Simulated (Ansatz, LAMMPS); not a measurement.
# Glassy 39BaO-61TiO2 (mol %) (94 atoms): geometry optimisation, part 2 of 3

Wanted: the relaxed structure of glassy 39BaO-61TiO2 (mol %) (94 atoms) and its electronic structure.

Ansatz 0.2.0; Kohn-Sham DFT, PBE, PAW (set soft_2), plane waves.

The cell: 14 Ba, 22 Ti and 58 O. The quench rate of 50 K/ps far exceeds what a furnace or splat quench reaches. The network of bonds at the start is that of the classical potential that made the cell. The Brillouin zone is sampled at Γ only, in a cell whose shortest periodic width is 11 Å. The levels lack spin–orbit coupling.

So far. Step 3 (Single point at the start): Neighbours are counted within 2.64 Å (O-Ti), 3.74 Å (O-Ba).

## (4) Relaxation

With the cell held, the atoms are moved downhill towards a nearby minimum.

input.yaml reads:

```yaml
crystal:
  lattice:
    - [11.43341, 0.0, 0.0]
    - [0.0, 11.43341, 0.0]
    - [0.0, 0.0, 11.43341]
  atoms:
    [... the 94 atom lines of step 3 ...]
kpoints:
  mp_grid: { grid: [1, 1, 1] }
hamiltonian:
  xc: pbe
scf:
  occupations: { method: fixed }
output:
  forces: true
relax:
  f_tol: 0.05
  max_steps: 200
```

On the command line:

```
$ ansatz run input.yaml --threads 4 --pin off --max-ram 8192MiB --backend cpu --events-out ev --progress --plain --runs-dir out
```

Numbers of over 12 decimals in the logs are rounded to 6 here.

Log:

```text
[...]
Crystal: 94 atoms, lattice volume = 1494.608 Å³
Basis set: ecut = 420 eV, 29279 PW (Γ), exchange–correlation on 160×160×160 points (8 copies of the dense FFT grid, shifted against one another)
Bands: 470, of which v1, the nominal top of the filled ones, is band 376 counted from 1 (375 counted from 0)
Symmetry: 1 space group operations
[...]
k-points: 1
[...]
SCF iter   1: F=—  HF=-171329.514129 eV  |F-HF|=—  |Δ(HF+E_count)|=         —  Δρ=3.82e-3  dr2=2.21e-1  ethr=1.77e-3  ⟨swp⟩=6.0  Hψ=1553  notcnv=0  defer=91
[...]
SCF iter   7: F=-171329.498593 eV  HF=-171329.498597 eV  |F-HF|=4.04e-6  |Δ(HF+E_count)|=   4.69e-5  Δρ=4.69e-5  dr2=3.65e-5  ethr=8.31e-9  ⟨swp⟩=4.0  Hψ=1602  notcnv=0
SCF 1 converged in 7 iterations: F = -171329.498593 eV  dr2 = 3.65e-5
[...]
relax step   1: F+E_penalty+E_count = -171329.49859259 eV  Δ(F+E_penalty+E_count) = +0.000e0 eV  max|allowed force component| = 2.792e0 eV/Å  Δτ_max = 0.0000 Å  (7 SCF iters, dr2 threshold 6.25e-5 eV, accepted)
[...]
relax step   2: F+E_penalty+E_count = -171333.11019383 eV  Δ(F+E_penalty+E_count) = -3.612e0 eV  max|allowed force component| = 1.520e0 eV/Å  Δτ_max = 0.1949 Å  (8 SCF iters, dr2 threshold 1.00e-4 eV, accepted)
[...]
relax step   3: F+E_penalty+E_count = -171334.13970915 eV  Δ(F+E_penalty+E_count) = -1.030e0 eV  max|allowed force component| = 9.540e-1 eV/Å  Δτ_max = 0.1819 Å  (8 SCF iters, dr2 threshold 1.00e-4 eV, accepted)
relax step   4: F+E_penalty+E_count = -171334.79856751 eV  Δ(F+E_penalty+E_count) = -6.589e-1 eV  max|allowed force component| = 3.322e-1 eV/Å  Δτ_max = 0.2000 Å  (8 SCF iters, dr2 threshold 1.00e-4 eV, accepted)
relax step   5: F+E_penalty+E_count = -171334.93947783 eV  Δ(F+E_penalty+E_count) = -1.409e-1 eV  max|allowed force component| = 2.036e-1 eV/Å  Δτ_max = 0.1218 Å  (8 SCF iters, dr2 threshold 1.34e-5 eV, accepted)
relax step   6: F+E_penalty+E_count = -171335.01106531 eV  Δ(F+E_penalty+E_count) = -7.159e-2 eV  max|allowed force component| = 3.653e-1 eV/Å  Δτ_max = 0.2000 Å  (10 SCF iters, dr2 threshold 5.03e-6 eV, accepted)
relax step   7: F+E_penalty+E_count = -171335.08464782 eV  Δ(F+E_penalty+E_count) = -7.358e-2 eV  max|allowed force component| = 1.700e-1 eV/Å  Δτ_max = 0.0611 Å  (7 SCF iters, dr2 threshold 5.01e-5 eV, accepted)
relax step   8: F+E_penalty+E_count = -171335.16053672 eV  Δ(F+E_penalty+E_count) = -7.589e-2 eV  max|allowed force component| = 2.019e-1 eV/Å  Δτ_max = 0.2000 Å  (9 SCF iters, dr2 threshold 6.25e-6 eV, accepted)
relax step   9: F+E_penalty+E_count = -171335.21928423 eV  Δ(F+E_penalty+E_count) = -5.875e-2 eV  max|allowed force component| = 2.886e-1 eV/Å  Δτ_max = 0.1574 Å  (9 SCF iters, dr2 threshold 8.82e-6 eV, accepted)
relax step  10: F+E_penalty+E_count = -171335.29123294 eV  Δ(F+E_penalty+E_count) = -7.195e-2 eV  max|allowed force component| = 1.519e-1 eV/Å  Δτ_max = 0.0408 Å  (6 SCF iters, dr2 threshold 8.33e-5 eV, accepted)
relax step  11: F+E_penalty+E_count = -171335.32727909 eV  Δ(F+E_penalty+E_count) = -3.605e-2 eV  max|allowed force component| = 1.196e-1 eV/Å  Δτ_max = 0.0546 Å  (8 SCF iters, dr2 threshold 6.40e-6 eV, accepted)
relax step  12: F+E_penalty+E_count = -171335.32928539 eV  Δ(F+E_penalty+E_count) = -2.006e-3 eV  max|allowed force component| = 2.089e-1 eV/Å  Δτ_max = 0.2000 Å  (10 SCF iters, dr2 threshold 3.96e-6 eV, accepted)
relax step  13: F+E_penalty+E_count = -171335.38773563 eV  Δ(F+E_penalty+E_count) = -5.845e-2 eV  max|allowed force component| = 1.844e-1 eV/Å  Δτ_max = 0.0662 Å  (7 SCF iters, dr2 threshold 2.70e-5 eV, accepted)
relax step  14: F+E_penalty+E_count = -171335.40265632 eV  Δ(F+E_penalty+E_count) = -1.492e-2 eV  max|allowed force component| = 3.848e-1 eV/Å  Δτ_max = 0.2000 Å  (9 SCF iters, dr2 threshold 2.65e-5 eV, accepted)
relax step  15: F+E_penalty+E_count = -171335.44854836 eV  Δ(F+E_penalty+E_count) = -4.589e-2 eV  max|allowed force component| = 1.316e-1 eV/Å  Δτ_max = 0.0483 Å  (6 SCF iters, dr2 threshold 1.00e-4 eV, accepted)
relax step  16: F+E_penalty+E_count = -171335.47587261 eV  Δ(F+E_penalty+E_count) = -2.732e-2 eV  max|allowed force component| = 2.515e-1 eV/Å  Δτ_max = 0.2000 Å  (13 SCF iters, accepted)
relax step  17: F+E_penalty+E_count = -171335.52962710 eV  Δ(F+E_penalty+E_count) = -5.375e-2 eV  max|allowed force component| = 2.749e-1 eV/Å  Δτ_max = 0.0528 Å  (8 SCF iters, dr2 threshold 7.40e-6 eV, accepted)
relax step  18: F+E_penalty+E_count = -171335.64799252 eV  Δ(F+E_penalty+E_count) = -1.184e-1 eV  max|allowed force component| = 3.492e-1 eV/Å  Δτ_max = 0.2000 Å  (8 SCF iters, dr2 threshold 7.55e-5 eV, accepted)
relax step  19: F+E_penalty+E_count = -171335.80238084 eV  Δ(F+E_penalty+E_count) = -1.544e-1 eV  max|allowed force component| = 2.747e-1 eV/Å  Δτ_max = 0.1937 Å  (7 SCF iters, dr2 threshold 1.00e-4 eV, accepted)
relax step  20: F+E_penalty+E_count = -171335.95618829 eV  Δ(F+E_penalty+E_count) = -1.538e-1 eV  max|allowed force component| = 2.642e-1 eV/Å  Δτ_max = 0.1947 Å  (8 SCF iters, dr2 threshold 4.67e-5 eV, accepted)
relax step  21: F+E_penalty+E_count = -171336.03972256 eV  Δ(F+E_penalty+E_count) = -8.353e-2 eV  max|allowed force component| = 3.228e-1 eV/Å  Δτ_max = 0.1461 Å  (8 SCF iters, dr2 threshold 4.32e-5 eV, accepted)
relax step  22: F+E_penalty+E_count = -171336.10354590 eV  Δ(F+E_penalty+E_count) = -6.382e-2 eV  max|allowed force component| = 2.544e-1 eV/Å  Δτ_max = 0.0634 Å  (6 SCF iters, dr2 threshold 9.64e-5 eV, accepted)
relax step  23: F+E_penalty+E_count = -171336.12088707 eV  Δ(F+E_penalty+E_count) = -1.734e-2 eV  max|allowed force component| = 2.540e-1 eV/Å  Δτ_max = 0.2000 Å  (8 SCF iters, dr2 threshold 4.02e-5 eV, accepted)
relax step  24: F+E_penalty+E_count = -171336.17194843 eV  Δ(F+E_penalty+E_count) = -5.106e-2 eV  max|allowed force component| = 1.281e-1 eV/Å  Δτ_max = 0.0594 Å  (7 SCF iters, dr2 threshold 4.01e-5 eV, accepted)
relax step  25: F+E_penalty+E_count = -171336.06242260 eV  Δ(F+E_penalty+E_count) = +1.095e-1 eV  max|allowed force component| = 3.019e-1 eV/Å  Δτ_max = 0.2000 Å  (10 SCF iters, dr2 threshold 4.17e-6 eV, rejected (line search))
relax step  26: F+E_penalty+E_count = -171336.18309517 eV  Δ(F+E_penalty+E_count) = -1.115e-2 eV  max|allowed force component| = 9.183e-2 eV/Å  Δτ_max = 0.0441 Å  (13 SCF iters, accepted)
relax step  27: F+E_penalty+E_count = -171336.15472421 eV  Δ(F+E_penalty+E_count) = +2.837e-2 eV  max|allowed force component| = 1.663e-1 eV/Å  Δτ_max = 0.1000 Å  (12 SCF iters, rejected (line search))
[...]
relax step  28: F+E_penalty+E_count = -171336.18880113 eV  Δ(F+E_penalty+E_count) = -5.706e-3 eV  max|allowed force component| = 2.969e-2 eV/Å  Δτ_max = 0.0201 Å  (12 SCF iters, accepted)
SCF converged after 12 iterations
Free energy (F): -171336.188801 eV
[...]
Internal energy: -171336.188801 eV  (E = F + TS)
E sigma→0 (E₀):  -171336.188801 eV
Fermi energy:    6.656741 eV
[...]
--- Forces (eV/Å), atoms counted from 1 ---
  atom   1  Ba    -0.00018105     0.00601977     0.00127217
  atom   2  Ba     0.00707764    -0.00584123    -0.00130581
  atom   3  Ba    -0.01423950    -0.00147111     0.01064197
  atom   4  Ba     0.00569112    -0.00557801    -0.00406829
  atom   5  Ba    -0.00143146     0.00406262    -0.00900953
  atom   6  Ba     0.00575027    -0.00564876    -0.00040416
  atom   7  Ba    -0.00734802    -0.01010878    -0.00342346
  atom   8  Ba    -0.02308303     0.01720543     0.00420492
  atom   9  Ba    -0.00138653    -0.01862322     0.00586309
  atom  10  Ba     0.00868383    -0.00205970     0.01001416
  atom  11  Ba     0.00945977     0.00363887    -0.00280970
  atom  12  Ba     0.00947665    -0.00785028     0.00704229
  atom  13  Ba    -0.00742582     0.01079369     0.00717635
  atom  14  Ba    -0.00573852     0.00259356     0.00953957
[...]
atom  93  O     -0.00175929     0.00448093    -0.00199091
  atom  94  O     -0.00579963     0.00352738     0.00174512
  max |Σ_I F_I| component: 7.23e-5 eV/Å
--- Relaxed structure (28 steps of the walk, 26 accepted, 0 SCFs on fresh bases) ---
  F+E_penalty+E_count = -171336.18880113 eV   max|allowed force component| = 2.969e-2 eV/Å
  atoms:
    - { symbol: Ba, position: [0.281764, 0.925609, 0.864556] }
    - { symbol: Ba, position: [0.570899, 0.477343, 0.820184] }
    - { symbol: Ba, position: [0.834581, 0.300710, 0.686932] }
    - { symbol: Ba, position: [0.872450, 0.973877, 0.489561] }
[...]
- { symbol: O, position: [0.253378, 0.513549, 0.836116] }
```

Wall time 5.3 min (4 threads of Intel Xeon 6975P-C (Granite Rapids), shared host); peak memory 2.2 GiB.

The steps of the relaxation (22 of 28):

```
step  energy less that of the first step (eV)  largest force component (eV/Å)
   1                                   0.0000                          2.7924
   2                                  -3.6116                          1.5203
   4                                  -5.3000                          0.3322
   5                                  -5.4409                          0.2036
   6                                  -5.5125                          0.3653
   7                                  -5.5861                          0.1700
   9                                  -5.7207                          0.2886
  10                                  -5.7926                          0.1519
  11                                  -5.8287                          0.1196
  13                                  -5.8891                          0.1844
  14                                  -5.9041                          0.3848
  15                                  -5.9500                          0.1316
  16                                  -5.9773                          0.2515
  18                                  -6.1494                          0.3492
  19                                  -6.3038                          0.2747
  20                                  -6.4576                          0.2642
  22                                  -6.6050                          0.2544
  23                                  -6.6223                          0.2540
  24                                  -6.6734                          0.1281
  25                                  -6.5638                          0.3019
  27                                  -6.6561                          0.1663
  28                                  -6.6902                          0.0297
```

Relaxation steps 25, 27 were tried and not accepted.

The atoms that moved most (Å):

```
atom      dx      dy      dz  length
 O69  -0.974   0.296  -1.153   1.538
 O62   0.170  -0.992  -0.996   1.416
 O55  -0.989  -0.387  -0.465   1.159
 O51   0.300  -0.037  -0.928   0.976
 O42   0.112   0.586   0.613   0.856
 O43  -0.797   0.252  -0.007   0.835
 O70  -0.662  -0.036   0.136   0.677
Ba12  -0.265   0.076   0.605   0.665
```

The relaxation changed the energy by -71.2 meV/atom, and atoms moved by 0.48 Å r.m.s., 1.5 Å at most.

## (5) Structure statistics after relaxation

Bonds before and after, by the cutoffs listed below:

```
pair  bonds before  bonds after  mean before (Å)  mean after (Å)  spread before (Å)  spread after (Å)
O-Ti            99          101            1.857           1.899              0.102             0.125
O-Ba           113          109            2.946           2.847              0.208             0.231
```

Density 4.34 g/cm³, 15.90 Å³ an atom.

g(r), total and by pair (bins of 0.2 Å):

```
r (Å)  total   O-O  O-Ti  O-Ba  Ti-Ti  Ti-Ba  Ba-Ba
 1.70   0.86  0.00  3.00  0.00   0.00   0.00   0.00
 1.90   2.41  0.00  8.35  0.00   0.00   0.00   0.00
 2.10   0.47  0.00  1.62  0.00   0.00   0.00   0.00
 2.30   0.07  0.00  0.26  0.00   0.00   0.00   0.00
 2.50   0.42  0.17  0.00  1.90   0.00   0.00   0.00
 2.70   1.44  2.02  0.07  3.51   0.00   0.00   0.00
 2.90   1.70  2.86  0.05  2.90   1.12   0.00   0.00
 3.10   1.12  2.19  0.19  0.92   1.01   0.00   0.00
 3.30   0.81  1.18  0.29  0.67   1.77   0.86   0.00
 3.50   1.11  0.91  1.09  0.36   2.58   3.47   0.00
 3.70   0.95  0.72  0.74  0.85   1.08   2.94   1.75
 3.90   0.88  0.65  1.08  0.57   0.81   2.03   1.57
 4.10   0.98  0.61  1.27  0.44   0.75   2.66   3.60
 4.30   0.94  0.57  1.43  0.78   0.67   1.47   1.29
 4.50   1.00  0.54  1.59  1.02   1.23   0.76   1.20
 4.70   1.14  0.94  1.46  1.22   1.12   0.52   1.36
 4.90   1.02  1.06  1.11  1.17   0.30   0.89   0.00
 5.10   1.09  1.20  0.86  1.64   1.03   0.36   0.23
 5.30   0.99  1.29  0.56  1.28   1.15   0.35   0.65
 5.50   0.96  1.36  0.52  1.09   0.82   0.45   0.39
```

Bonds by pair of elements; cutoffs follow the first minimum of g(r), held within bounds set by covalent radii, and pairs that aren't listed don't count as bonded:

```
pair A-B  cutoff (Å)  bonds  mean length (Å)  spread (Å)  shortest (Å)  B about A  A about B
    O-Ti        2.64    101             1.90       0.125          1.73       1.74       4.59
    O-Ba        3.48    109             2.85       0.231          2.52       1.88       7.79
```

How many atoms have how many bonded neighbours:

```
element  mean   3   4   5  6  7  8  9
     Ba  7.79   0   0   0  0  4  9  1
      O  3.62  26  28   4  0  0  0  0
     Ti  4.59   0  10  11  1  0  0  0
```

Bond angles, per cent of each kind in bins of 5°:

```
angle (°)  O-Ti-O  Ba-O-Ti  Ba-O-Ba  Ti-O-Ti
    70–75     2.2      0.6      4.5      0.0
    75–80     4.9      1.2      3.0      0.0
    80–85     6.5      4.1     13.6      0.0
    85–90     5.4      9.3     15.2      2.1
    90–95     9.2     19.2     15.2     10.4
   95–100    13.0      8.1      7.6      6.2
  100–105    11.4      9.9     10.6      6.2
  105–110    14.1     11.0      7.6      4.2
  110–115    11.4      4.7      0.0      2.1
  115–120     3.8      7.6      3.0      8.3
  120–125     4.3      6.4      4.5      8.3
  125–130     2.2      3.5      0.0      0.0
  130–135     1.6      6.4      1.5     14.6
  135–140     0.5      1.7      0.0      4.2
  140–145     0.5      1.2      4.5      4.2
  145–150     0.5      1.2      1.5      6.2
  150–155     1.6      1.2      4.5      6.2
  155–160     2.2      1.7      1.5     14.6
  160–165     0.5      0.0      0.0      2.1
  165–170     1.1      1.2      0.0      0.0
  170–175     2.7      0.0      1.5      0.0
  175–180     0.5      0.0      0.0      0.0
```

Bond angles (no mean is given where the spread exceeds 20°):

```
  angle  count  mean (°)  spread (°)
 O-Ti-O    185         -           -
Ba-O-Ti    172       108        19.3
Ba-O-Ba     66         -           -
Ti-O-Ti     48         -           -
```

Bond length by coordination (bonds to H left out):

```
element  coordination  atoms  mean bond length (Å)
     Ba             7      4                  2.82
     Ba             8      9                  2.85
     Ba             9      1                  2.86
      O             3     26                  2.26
      O             4     28                  2.45
      O             5      4                  2.60
     Ti             4     10                  1.83
     Ti             5     11                  1.93
     Ti             6      1                  2.04
```

Rings of the network by King's shortest-path rule, up to 12 atoms, one path for each pair of neighbours; H, halogens, alkali and alkaline-earth atoms are left out, and the last column divides by all other atoms, bonded or not:

```
ring size (atoms)  rings  per network atom
                4      7             0.088
                6      7             0.088
                8     12              0.15
               10      5             0.062
               12      3             0.038
```

First main peaks of g(r), for some of the pairs, lie near 2.9 Å (O-O), 1.9 Å (O-Ti), 2.7 Å (O-Ba) and 3.5 Å (Ti-Ba). By these cutoffs 64 % of Ba atoms have 8, 48 % of O atoms have 4 and 50 % of Ti atoms have 5 bonded neighbours. Rings of 8 atoms are the most common (35 % of those counted); sizes run from 4 to 12, where the search stops.

[end of part 2 of 3]

[Logs are printed without paths, hosts, clocks, repeated set-up lines and the standing remarks that a program may print on its own settings, such as how far it seeks lower states.]

[Hosts, paths, dates, database ids (printed as entryN), source tags and the programs' standing remarks are cut or masked in the printed files.]
